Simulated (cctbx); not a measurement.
# Absolute structure of RbErSn

Space group P6_3mc (no. 186), a = 5.7710 Å, b = 5.7710 Å, c = 8.9600 Å, α = 90.00°, β = 90.00°, γ = 120.00°.

```csv
atom,mult.,x,y,z,Ueq (Å²)
Er1,2,0,0,0.7469,0.0056
Sn1,2,2/3,1/3,0.9710,0.0066
Rb1,2,2/3,1/3,0.5616,0.0046
```

The model was made for the exercise: a known structure type with other elements put in, its volume estimated, not relaxed; displacement parameters are assumed.

Data sets are simulated with cctbx and refined with Bijvoet mates kept apart; Flack x is then fitted as the share of an inverted twin with the atoms fixed, Hooft y from the Bijvoet differences. The group is acentric but holds improper operations, so there is an absolute structure (orientation) and no hand.

Untwinned crystal. What Flack and Hooft values should come out?

```
  λ (Å)  extinction (unmodelled)  d min (Å)  top counts  error (%)     model      R1  Flack x   s.u.  Hooft y   s.u.  pairs
0.71073                      0.3       0.77       20000          4  as given  0.0108   -0.014  0.011   -0.003  0.009    119
0.71073                      0.3       0.77       20000          4  inverted  0.0549    1.008  0.016    1.028  0.009    119
1.54184                      0.3       0.83       20000        1.5  as given  0.0093   -0.017  0.009   -0.013  0.007     98
```

With Mo Kα, x is within 3 s.u. of 0, so the absolute structure is right. With Cu Kα, x is within 3 s.u. of 0, so the absolute structure is right. Inverting the model turns x into about 1 − x.

A further crystal gives:

| λ (Å) | extinction (unmodelled) | d min (Å) | top counts | error (%) | model | R1 | Flack x | s.u. | Hooft y | s.u. | pairs |
| --- | --- | --- | --- | --- | --- | --- | --- | --- | --- | --- | --- |
| 0.71073 | 0 | 0.8 | 5000 | 1.5 | as given | 0.0379 | 0.73 | 0.03 | 0.771 | 0.019 | 110 |

**Question.** What is it?

It was simulated as an inversion twin with a fraction 0.8 of the inverted domain. Flack x is over 3 s.u. from both 0 and 1 and reads that fraction.

[Logs are printed without paths, hosts, clocks, repeated set-up lines and the standing remarks that a program may print on its own settings, such as how far it seeks lower states.]
